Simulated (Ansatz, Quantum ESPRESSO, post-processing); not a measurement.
# Ni: work function by face, part 2 of 2

Wanted: work functions of Ni face by face, under two functionals.

Quantum ESPRESSO 7.5; plane-wave DFT, PBE, GBRV ultrasoft pseudopotentials; geometry and cross-check by Ansatz 0.2.0 with PAW datasets.

So far. Step 11 (Potential by pp.x of (100)): On (100) the work function under PBEsol lies +0.11 eV from PBE's. Step 12 (Relaxation with Ansatz of (110)): The relaxation lowers the energy by 11 meV an atom. Held were the atoms numbered 3, 4 and 5; the forces quoted are those on the free ones.

## Step 14: Electrostatic potential of (110)

Contents of 110.pbe.pot.in:

```
&inputpp
  prefix = '110.pbe'
  outdir = './out'
  filplot = '110.pbe.pot.dat'
  plot_num = 11
/
```

Run with:

```bash
$ OMP_NUM_THREADS=1 mpirun -n 8 pp.x -in 110.pbe.pot.in > 110.pbe.pot.out
```

Wall time 0.79 s (8 MPI ranks of Arm Neoverse V2, shared host); peak memory 0.1 GiB.

Read from the output:

```
work function of the upper face                                       : 4.549 eV
slope of the potential above                                          : 2.80e-4 eV/Å
upper vacuum line continued to the top atoms, over the Fermi level    : 4.548 eV
work function of the lower face                                       : 4.549 eV
slope of the potential below                                          : -2.39e-4 eV/Å
lower vacuum line continued to the bottom atoms, over the Fermi level : 4.548 eV
```

The potential energy, planar mean oscillates, so the rows of the table below give means over windows of 1.17 Å about each position, cut where the curve ends. Its maxima inside the range that stand out by 2 % of the span (Å: eV): 8.7: -9.29, 9.9: -6.02, 11.1: -6.81, 12.3: -6.81, 13.6: -6.02, 14.8: -9.29. Its minima: 8.1: -14.9, 9.2: -15.3, 10.4: -14.9, 11.7: -15.0, 13.0: -14.9, 14.3: -15.3, 15.4: -14.9.

Electrostatic potential energy of an electron; zero at the Fermi level. Table of potential energy, planar mean by z; means over each step:

```
z (Å)  potential energy, planar mean (eV)
 0.58                                4.55
 1.75                                4.55
 2.92                                4.55
 4.09                                4.55
 5.26                                4.52
 6.43                                3.96
 7.60                               -5.68
 8.77                               -12.4
 9.95                               -10.2
11.11                               -10.7
12.29                               -10.8
13.45                               -10.3
14.62                               -12.3
15.79                               -6.62
16.96                                3.84
18.13                                4.51
19.30                                4.55
20.48                                4.55
21.64                                4.55
22.81                                4.55
```

## Step 15: SCF with pw.x of (110), PBEsol

Level of this step: plane-wave DFT, PBEsol, GBRV ultrasoft pseudopotentials (Quantum ESPRESSO 7.5).

Contents of 110.pbesol.in:

```
&control
  prefix = '110.pbesol'
  outdir = './out'
  pseudo_dir = './pseudo'
  calculation = 'scf'
  tprnfor = .true.
/
&system
  ibrav = 0
  nat = 7
  ntyp = 1
  ecutwfc = 40
  ecutrho = 200
  occupations = 'smearing'
  smearing = 'mv'
  degauss = 0.02
  nspin = 2
  starting_magnetization(1) = 0.12
/
&electrons
  conv_thr = 1e-07
  mixing_beta = 0.4
  electron_maxstep = 120
  mixing_mode = 'local-TF'
/
ATOMIC_SPECIES
  Ni  58.6934  ni_pbesol_v1.4.uspp.F.UPF
CELL_PARAMETERS angstrom
  3.52000000000000 0.00000000000000 0.00000000000000
  0.00000000000000 2.48901586980000 0.00000000000000
  0.00000000000000 0.00000000000000 23.46704760930000
ATOMIC_POSITIONS crystal
  Ni  -0.000000000000 0.000000000000 0.344523311087
  Ni  0.500000000000 0.500000000000 0.392103474695
  Ni  0.000000000000 0.000000000000 0.446967852300
  Ni  0.500000000000 0.500000000000 0.500000000000
  Ni  0.000000000000 0.000000000000 0.553032147700
  Ni  0.500000000000 0.500000000000 0.607896531272
  Ni  0.000000000000 -0.000000000000 0.655476670534
K_POINTS automatic
  8 12 1 0 0 0
```

Run with:

```bash
$ OMP_NUM_THREADS=1 mpirun -n 8 pw.x -nk 4 -in 110.pbesol.in > 110.pbesol.out
```

The job ended after 3.2 min (8 MPI ranks; peak memory 1.3 GiB).

This step gave:

```
free energy            : -32672.3333 eV
Fermi energy           : 3.685 eV
magnetization          : 5.06 μB
absolute magnetization : 5.75 μB
site moments           : 0.8246, 0.7576, 0.7318, 0.7144, 0.7318, 0.7576, 0.8246 μB
```

## Step 16: Potential by pp.x of (110)

Contents of 110.pbesol.pot.in:

```
&inputpp
  prefix = '110.pbesol'
  outdir = './out'
  filplot = '110.pbesol.pot.dat'
  plot_num = 11
/
```

Run with:

```bash
$ OMP_NUM_THREADS=1 mpirun -n 8 pp.x -in 110.pbesol.pot.in > 110.pbesol.pot.out
```

Run time: 0.79 s. Hardware: 8 MPI ranks; peak memory 0.1 GiB; 5.5 s of CPU time.

Numbers from this step:

```
work function of the upper face                                       : 4.655 eV
slope of the potential above                                          : 2.58e-4 eV/Å
upper vacuum line continued to the top atoms, over the Fermi level    : 4.654 eV
work function of the lower face                                       : 4.655 eV
slope of the potential below                                          : -2.23e-4 eV/Å
lower vacuum line continued to the bottom atoms, over the Fermi level : 4.654 eV
```

On (110) the work function under PBEsol lies +0.11 eV from PBE's.

## Step 17: The series side by side

All levels:

```
        level  work function (eV)  Ansatz, PBE (eV)  CPU time (s)
   (111), PBE               5.038             5.052         407.1
(111), PBEsol               5.167                 -         420.9
   (100), PBE               4.902             4.905         426.8
(100), PBEsol               5.011                 -         417.4
   (110), PBE               4.549             4.553          1528
(110), PBEsol               4.655                 -          1543
```

## Step 18: The arithmetic

For (111) under PBE, on the run's own zero: φ = 9.697 − (4.659) = 5.038 eV.

## Step 19: Results

| Property | Result |
| --- | --- |
| work function of (111), PBE | 5.04 eV |
| work function of (111), PBEsol | 5.17 eV |
| work function of (100), PBE | 4.90 eV |
| work function of (100), PBEsol | 5.01 eV |
| work function of (110), PBE | 4.55 eV |
| work function of (110), PBEsol | 4.65 eV |

**Reading.** Under PBE the work functions are 5.04 eV on (111), 4.90 eV on (100) and 4.55 eV on (110). In order of packing, from 5.37 to 8.76 Å² an atom, the faces are (111), (100) and (110). The work function falls in the same order, as Smoluchowski's picture of charge smoothing over rough faces expects. PBEsol lies +0.11 to +0.13 eV from PBE on the same atoms, nearly a rigid shift. The top two spacings change by -1.4 and -0.0 % on (111), -3.6 and +0.8 % on (100) and -10.3 and +3.5 % on (110). Ansatz, with Fermi-Dirac smearing and its own datasets, agrees within 0.01 eV under PBE. The slabs are thin and unreconstructed, at the tabulated lattice constant; thickness and mesh leave some 0.05 to 0.1 eV open.

Calculation against experiment:

| quantity | measured | PBE | PBEsol |
| --- | --- | --- | --- |
| work function of (111) (eV) | 5.36 | 5.04 (-0.32 eV) | 5.17 (-0.19 eV) |
| work function of (100) (eV) | 5.17 | 4.90 (-0.27 eV) | 5.01 (-0.16 eV) |
| work function of (110) (eV) | 4.55 | 4.55 (-0.00 eV) | 4.65 (+0.10 eV) |

Measured values from arxiv:1902.07811 (2019).

**Verdict.** The grades are ours: good and fair within 3 and 7 % for the work function of (111), 3 and 7 % for the work function of (100) and 3 and 7 % for the work function of (110). Other measurements of the same face can differ from the value quoted by 0.1 to 0.2 eV.

[Logs are printed without paths, hosts, clocks, repeated set-up lines and the standing remarks that a program may print on its own settings, such as how far it seeks lower states.]

[Hosts, paths, dates, database ids (printed as entryN), source tags and the programs' standing remarks are cut or masked in the printed files.]

[Maps of the electrostatic potential energy from Ansatz leave out the sawtooth potential of an applied field or a dipole correction, so their vacuum need not be flat; planar profiles and work functions include it.]
